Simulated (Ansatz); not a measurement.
# Si(111) with F on 50 % of the top atoms and H on the rest: bands and core levels, part 2 of 2

What would XPS and angle-resolved spectra of Si(111) with F on 50 % of the top atoms and H on the rest look like?

Ansatz 0.2.0; DFT, PBE, plane-wave PAW, scalar-relativistic; PAW set soft_1.

So far, gap on the k-mesh (eV): step 2 (relaxing the atoms) 1.05.

### Step 3. Layer-resolved bands, DOS and potential (continued)

The intensity has structure finer than the step of the table below, so its rows give means over 1 eV, whole bins alone (the curve runs from -26.4 to 1.40 eV). Peaks (eV: height): F K -5.3: 99.0; F K, E along x -5.3: 153; F K, E along y -5.3: 130; F K, E along z -8.3: 24.2, -7.0: 46.8, -6.1: 26.1; Si K-beta -1.8: 99.9.

Shapes are the site's partial DOS without matrix elements, which overweights lines from ligand s bands. Intensity against emission energy less the core level's binding energy, zero at the valence-band maximum; means over each step; 7 of 9 lines; values in % of the unpolarised maximum:

```tsv
emission energy less the core level's binding energy (eV)	F K	F K, E along x	F K, E along y	F K, E along z	Si K-beta	Si K-beta, E along x	Si K-beta, E along y
-25	0.313	0.0117	0.0117	0.917	0.989	0.136	0.137
-24	0.280	0.0129	0.0130	0.813	0.924	0.141	0.141
-23	0.0253	0.0144	0.0145	0.0471	0.177	0.106	0.106
-22	0.0204	0.0162	0.0162	0.0288	0.138	0.116	0.116
-21	0.0211	0.0183	0.0184	0.0265	0.140	0.130	0.130
-20	0.0233	0.0209	0.0209	0.0281	0.152	0.148	0.148
-19	0.0266	0.0241	0.0241	0.0316	0.172	0.170	0.170
-18	0.0310	0.0280	0.0280	0.0370	0.199	0.199	0.199
-17	0.0369	0.0330	0.0330	0.0445	0.234	0.237	0.237
-16	0.0448	0.0395	0.0395	0.0554	0.284	0.288	0.288
-15	0.0559	0.0481	0.0481	0.0714	0.355	0.362	0.362
-14	0.0722	0.0598	0.0600	0.0967	0.468	0.479	0.479
-13	0.0983	0.0767	0.0769	0.141	0.680	0.699	0.699
-12	0.160	0.102	0.103	0.275	1.45	1.48	1.48
-11	0.520	0.152	0.154	1.25	5.54	5.80	5.81
-10	1.66	0.272	0.280	4.43	12.1	13.0	13.0
-9	4.28	0.507	0.515	11.8	15.6	17.6	17.6
-8	8.18	0.901	0.908	22.7	12.8	14.3	14.3
-7	15.7	5.05	4.35	37.8	24.0	22.8	22.8
-6	31.5	33.4	39.0	22.2	29.1	27.7	28.5
-5	52.6	74.9	69.6	13.3	28.0	26.9	26.1
-4	6.42	6.84	7.34	5.07	57.2	52.3	52.3
-3	4.85	6.36	6.40	1.81	85.8	84.2	84.2
-2	3.84	5.11	5.01	1.40	97.2	99.7	99.9
-1	1.81	2.41	2.40	0.633	56.4	62.7	62.8
0	0.437	0.632	0.555	0.125	16.3	21.4	21.2
```

The broadened DOS, unweighted empty DOS by E, zero at the valence-band maximum; read off at these points:

E (eV), broadened DOS, unweighted empty DOS (states/eV/cell) and a bar:
```
    -0.95        0.0 
    -0.85        0.0 
    -0.65        0.0 
    -0.55        0.0 
    -0.45        0.0 
    -0.25        0.0 
    -0.15        0.0 
    -0.05        0.0 
     0.15        0.0 
     0.25        0.0 
     0.45        0.0 
     0.55        0.1 
     0.65        0.4 
     0.85        1.5 ##
     0.95        2.3 ###
     1.05        3.1 ####
     1.25        3.8 #####
     1.35        4.0 #####
     1.45        4.5 ######
     1.65        7.8 ##########
     1.75       10.1 #############
     1.85       12.0 ################
     2.05       13.7 ##################
     2.15       13.7 ##################
     2.25       13.6 ##################
     2.45       14.3 ###################
     2.55       15.4 ####################
     2.65       16.7 ######################
     2.85       19.0 #########################
     2.95       19.5 ##########################
     3.15       19.6 ##########################
     3.25       19.7 ##########################
     3.35       20.0 ##########################
     3.45       20.2 ##########################
     3.55       19.8 ##########################
     3.65       18.8 #########################
     3.75       17.9 #######################
     3.95       19.5 ##########################
     4.05       22.8 ##############################
```

Recipe: projected DOS times atomic cross section and asymmetry factor (unpolarised light, 90° from the beam), occupied states only, Fermi edge at 20 K, a Lorentzian width of 0.1 eV growing by 0 eV per eV of binding energy, and a resolution of 0.15 eV. Each atom is damped by exp[−depth/(λ cos θ)], θ = 45° from the normal, λ from the universal curve. Curves are cut 10 eV under the photon energy, above any shell that the free atom's threshold puts out of reach, or at the lower edge of the window: 11.2 eV at 21.2 eV, 26.4 eV at 40.8 eV, 26.4 eV at 100 eV, 26.4 eV at 1486.7 eV and 26.4 eV at 8047.8 eV. Matrix elements of the solid and inelastic losses aren't modelled, nor non-dipole terms, which matter above 3 keV.

Share of each shell in the spectrum's area (%), by photon energy:

```tsv
shell	21.2 eV	40.8 eV	100 eV	1486.7 eV	8047.8 eV
F 2s	0.0	4.5	13.9	25.5	19.5
F 2p	58.5	75.9	58.1	5.2	0.7
H 1s	21.4	3.2	0.6	0.1	0.0
Si 3s	6.4	7.2	9.4	52.9	75.5
Si 3p	13.6	9.2	18.0	16.4	4.2
```

Regions along c: top from 13.9 to 21.2 Å, middle from 10.3 to 13.9 Å, bottom from 3.0 to 10.3 Å.

States with weight above 0.08 nearest the zero at K of the zone, within the window kept, -7.5 to 5.0 eV (levels that the program groups as degenerate share a row):

```tsv
E (eV)	weight, total	weight, top	weight, middle	weight, bottom
-2.76	0.17	0.13	0.03	0.01
-2.42	0.10	0.04	0.05	0.01
-2.30	0.97	0.11	0.46	0.40
-2.20	0.78	0.28	0.43	0.07
-1.81	0.14	0.07	0.07	0.01
2.10	0.76	0.21	0.42	0.13
2.54	0.52	0.11	0.21	0.20
2.60	0.51	0.15	0.19	0.17
2.65	0.75	0.16	0.27	0.32
2.80	0.41	0.09	0.17	0.15
```

States with weight above 0.08 nearest the zero at Γ of the zone, within the window kept, -7.5 to 5.0 eV (levels that the program groups as degenerate share a row):

```tsv
E (eV)	weight, total	weight, top	weight, middle	weight, bottom
-1.99	0.09	0.04	0.03	0.03
-1.40	0.89	0.22	0.35	0.31
-0.89	1.00	0.15	0.61	0.23
-0.89	0.99	0.14	0.61	0.24
-0.44	0.99	0.41	0.07	0.51
-0.43	0.99	0.40	0.07	0.51
-0.01	0.99	0.37	0.37	0.25
0.00	0.99	0.39	0.36	0.24
1.57	0.35	0.25	0.08	0.03
1.81	0.70	0.15	0.36	0.20
```

States with weight above 0.08 nearest the zero at M of the zone, within the window kept, -7.5 to 5.0 eV (levels that the program groups as degenerate share a row):

```tsv
E (eV)	weight, total	weight, top	weight, middle	weight, bottom
-1.84	0.50	0.19	0.05	0.26
-1.80	0.50	0.15	0.19	0.16
-1.30	0.50	0.18	0.20	0.12
-1.25	0.50	0.22	0.19	0.10
1.05	0.50	0.12	0.28	0.10
1.09	0.50	0.10	0.28	0.12
1.56	0.50	0.14	0.20	0.16
1.73	0.50	0.21	0.03	0.26
1.74	0.50	0.21	0.08	0.21
1.82	0.50	0.11	0.17	0.22
```

The largest force component on a free atom is 0.023 eV/Å, so the atoms are at rest for these settings too.

### Step 4. Z+1 stand-in on atom 5

System of this step: Si23PH6F2. The cell holds 32 atoms: 2 F, 6 H, 1 P and 23 Si. Cell: a = 7.679 Å, b = 7.679 Å, c = 24.144 Å, α = 90.0°, β = 90.0°, γ = 60.0°. It derives from Si. Regions: ad, 4 atoms (2 F and 2 H); L1, 4 atoms (1 P and 3 Si); L2, 4 atoms (4 Si); L3, 4 atoms (4 Si); mid, 4 atoms (4 Si); rest, 12 atoms (8 Si and 4 H). Vacuum lies along c.

An atom with a screened core hole acts much like the next element, so total energies with that element on different sites give core-level shifts.

Contents of input.yaml:

```yaml
crystal:
  lattice:
    - [7.6791796437, 0.0, 0.0]
    - [3.8395898218, 6.6503646517, 0.0]
    - [0.0, 0.0, 24.1437769138]
  atoms:
    - { symbol: F, position: [0.0003751823, -0.0007503646, 0.7104197188] }
    - { symbol: F, position: [0.5003751823, -0.0007503646, 0.7104197188] }
    - { symbol: H, position: [-0.0006255383, 0.5012510765, 0.7062129643] }
    - { symbol: H, position: [0.4993744617, 0.5012510765, 0.7062129643] }
    - { symbol: P, position: [-0.0001144105, 0.0002288211, 0.6428003484] }
    - { symbol: Si, position: [0.4998855895, 0.0002288211, 0.6428003484] }
    - { symbol: Si, position: [0.0001692728, 0.4996614543, 0.6441246025] }
    - { symbol: Si, position: [0.5001692728, 0.4996614543, 0.6441246025] }
[... 20 atom lines left out ...]
    - { symbol: H, position: [0.0, 0.0, 0.289929783] }
    - { symbol: H, position: [0.5, 0.0, 0.289929783] }
    - { symbol: H, position: [0.0, 0.5, 0.289929783] }
    - { symbol: H, position: [0.5, 0.5, 0.289929783] }
kpoints:
  mp_grid: { grid: [3, 3, 1] }
scf:
  occupations: { method: fermi_dirac, width: 0.02 }
  n_extra_bands: 25
hamiltonian:
  xc: pbe
  pseudopotentials: { kind: paw, azcp: { folder: soft_1 } }
output:
  forces: true
  write_potential: true
  volumetric_format: []
efield:
  axis: 3
  dipole_correction: true
```

Launch:

```console
> ansatz run input.yaml --threads 4 --pin off --max-ram 11264MiB --backend cpu --events-out ev --progress --plain --runs-dir out
```

It took 65 s on 4 threads of Intel Xeon at 2.50GHz (Skylake/Cascade Lake), shared host; peak memory 2.1 GiB.

This run has no spin polarisation although its electron count is odd.

This step gave:

```
free energy             : -17090.5562 eV
energy at zero smearing : -17090.5445 eV
smearing term TS        : 0.02347 eV
Fermi energy            : 0.5682 eV
symmetry operations     : 2
```

### Step 5. Z+1 stand-in on atom 8

System of this step: Si23PH6F2. The cell holds 32 atoms: 2 F, 6 H, 23 Si and 1 P. Cell: a = 7.679 Å, b = 7.679 Å, c = 24.144 Å, α = 90.0°, β = 90.0°, γ = 60.0°. It derives from Si. Regions: ad, 4 atoms (2 F and 2 H); L1, 4 atoms (3 Si and 1 P); L2, 4 atoms (4 Si); L3, 4 atoms (4 Si); mid, 4 atoms (4 Si); rest, 12 atoms (8 Si and 4 H). Vacuum lies along c.

The same swap on atom 8.

input.yaml: that of step 4 with these lines changed.

```diff
@@ -10,6 +10,6 @@
     - { symbol: H, position: [0.4993744617, 0.5012510765, 0.7062129643] }
-    - { symbol: P, position: [-0.0001144105, 0.0002288211, 0.6428003484] }
+    - { symbol: Si, position: [-0.0001144105, 0.0002288211, 0.6428003484] }
     - { symbol: Si, position: [0.4998855895, 0.0002288211, 0.6428003484] }
     - { symbol: Si, position: [0.0001692728, 0.4996614543, 0.6441246025] }
-    - { symbol: Si, position: [0.5001692728, 0.4996614543, 0.6441246025] }
+    - { symbol: P, position: [0.5001692728, 0.4996614543, 0.6441246025] }
     - { symbol: Si, position: [0.8326316814, 0.3347366372, 0.6117484291] }
```

The job ended after 62 s (4 threads; peak memory 2.1 GiB).

This step gave:

* free energy: -17091.4880 eV
* energy at zero smearing: -17091.4766 eV
* smearing term TS: 0.02271 eV
* Fermi energy: 0.6080 eV

### Step 6. Z+1 stand-in on atom 9

System of this step: Si23PH6F2. The cell holds 32 atoms: 2 F, 6 H, 23 Si and 1 P. Its edges and angles: a = 7.679 Å, b = 7.679 Å, c = 24.144 Å, α = 90.0°, β = 90.0°, γ = 60.0°. It derives from Si. Regions: ad, 4 atoms (2 F and 2 H); L1, 4 atoms (4 Si); L2, 4 atoms (1 P and 3 Si); L3, 4 atoms (4 Si); mid, 4 atoms (4 Si); rest, 12 atoms (8 Si and 4 H). Vacuum lies along c.

The same swap on atom 9.

input.yaml: that of step 5 with these lines changed.

```diff
@@ -13,4 +13,4 @@
     - { symbol: Si, position: [0.0001692728, 0.4996614543, 0.6441246025] }
-    - { symbol: P, position: [0.5001692728, 0.4996614543, 0.6441246025] }
-    - { symbol: Si, position: [0.8326316814, 0.3347366372, 0.6117484291] }
+    - { symbol: Si, position: [0.5001692728, 0.4996614543, 0.6441246025] }
+    - { symbol: P, position: [0.8326316814, 0.3347366372, 0.6117484291] }
     - { symbol: Si, position: [0.3326316814, 0.3347366372, 0.6117484291] }
```

Wall time 56 s (4 threads); peak memory 2.1 GiB.

This step gave:

* free energy: -17091.6577 eV
* energy at zero smearing: -17091.6458 eV
* smearing term TS: 0.02373 eV
* Fermi energy: 0.5932 eV

### Step 7. Z+1 stand-in on atom 17

System of this step: Si23PH6F2. The cell holds 32 atoms: 2 F, 6 H, 23 Si and 1 P. Cell: a = 7.679 Å, b = 7.679 Å, c = 24.144 Å, α = 90.0°, β = 90.0°, γ = 60.0°. It derives from Si. Regions: ad, 4 atoms (2 F and 2 H); L1, 4 atoms (4 Si); L2, 4 atoms (4 Si); L3, 4 atoms (4 Si); mid, 4 atoms (1 P and 3 Si); rest, 12 atoms (8 Si and 4 H). Vacuum lies along c.

The same swap on atom 17.

input.yaml: that of step 6 with these lines changed.

```diff
@@ -14,3 +14,3 @@
     - { symbol: Si, position: [0.5001692728, 0.4996614543, 0.6441246025] }
-    - { symbol: P, position: [0.8326316814, 0.3347366372, 0.6117484291] }
+    - { symbol: Si, position: [0.8326316814, 0.3347366372, 0.6117484291] }
     - { symbol: Si, position: [0.3326316814, 0.3347366372, 0.6117484291] }
@@ -22,3 +22,3 @@
     - { symbol: Si, position: [0.3331846576, 0.8336306848, 0.5135423347] }
-    - { symbol: Si, position: [0.1665129132, 0.1669741736, 0.4806198777] }
+    - { symbol: P, position: [0.1665129132, 0.1669741736, 0.4806198777] }
     - { symbol: Si, position: [0.6665129132, 0.1669741736, 0.4806198777] }
```

It took 59 s on 4 threads; peak memory 2.1 GiB; 2.7 min of CPU time.

Numbers from this step:

| Quantity | Value |
| --- | --- |
| free energy | -17091.6102 eV |
| energy at zero smearing | -17091.5983 eV |
| smearing term TS | 0.02386 eV |
| Fermi energy | 0.5039 eV |

### Step 8. Shifts from the Z+1 runs

An atom with a screened core hole acts like the next element, so the difference of two such total energies is the shift between the two sites; positive is more bound. Shifts count from the last listed atom of each element.

```tsv
atom	region	replaced by	shell meant	free energy (eV)	shift (eV)
Si5	layer 1	P	2p	-17090.556	+1.05
Si8	layer 1	P	2p	-17091.488	+0.12
Si9	layer 2	P	2p	-17091.658	-0.05
Si17	middle	P	2p	-17091.610	+0.00
```

The stand-in's nearest image is 7.7 Å away. The method gives no absolute levels and the same shift for every shell of an atom.

### Step 9. What came out

```
ionisation potential                                            : 5.69 eV (upper face; lower face 4.63 eV)
electron affinity (Kohn–Sham)                                   : 4.63 eV (slab's lowest empty level against the upper vacuum)
Si core shifts among the listed atoms, from the last listed one : -0.05 to +1.05 eV
```

What this shows: The valence top of Si(111) with F on 50 % of the top atoms and H on the rest lies 5.69 eV (upper face; lower face 4.63 eV) below the vacuum and the lowest empty level 4.63 eV below the vacuum of the upper face. Only the strongest levels a point were stored, too few to count surface states. The upper face's value lies 1.06 eV above that of the hydrogen-covered lower face; the difference is the dipole step of the groups. Core shifts by the Z+1 route: Si -0.05 to +1.05 eV. Among the sites run, the most bound Si 2p level is that of Si5 (layer 1), bonded to 3 Si and 1 F; the least bound, 1.10 eV shallower, that of Si9 (layer 2), bonded to 4 Si. That is the order that electronegative neighbours give as a rule, though screening of the hole enters too. With the next element in place the extra electron enters the lowest empty band of the cell, and its attraction to the stand-in enters the order. At 21.2 eV the valence spectrum has its highest listed peak within 10.8 eV at 5.3 eV (F 2p). At 1486.7 eV the valence spectrum has its highest listed peaks within 13 eV at 6.7 eV (Si 3s), 8.4 eV (Si 3s), 9.0 eV (Si 3s), 9.6 eV (Si 3s) and 10.6 eV (Si 3s), and the deeper F 2s line at 24.5 eV is higher still. The shell named is the one with most of the intensity, cross sections included, not always the one with most states there. In the main run, from 1486.7 eV towards hard X-rays the Si 3s share grows by 23 points, as its cross section falls more slowly with photon energy than those of the shells it gains on. The spectra rest on a 3×3×1 mesh, so closely spaced maxima can be ripples of the mesh. The slab's own atoms span 7.1 Å, so bulk bands appear as a few quantum-well levels, and states of the two faces can mix. The affinity uses the Kohn–Sham gap, which is too small, so the true affinity is lower and the true ionisation potential usually higher.

[Logs are printed without paths, hosts, clocks, repeated set-up lines and the standing remarks that a program may print on its own settings, such as how far it seeks lower states.]

[Hosts, paths, dates, database ids (printed as entryN), source tags and the programs' standing remarks are cut or masked in the printed files.]

[Maps of the electrostatic potential energy from Ansatz leave out the sawtooth potential of an applied field or a dipole correction, so their vacuum need not be flat; work functions include it.]
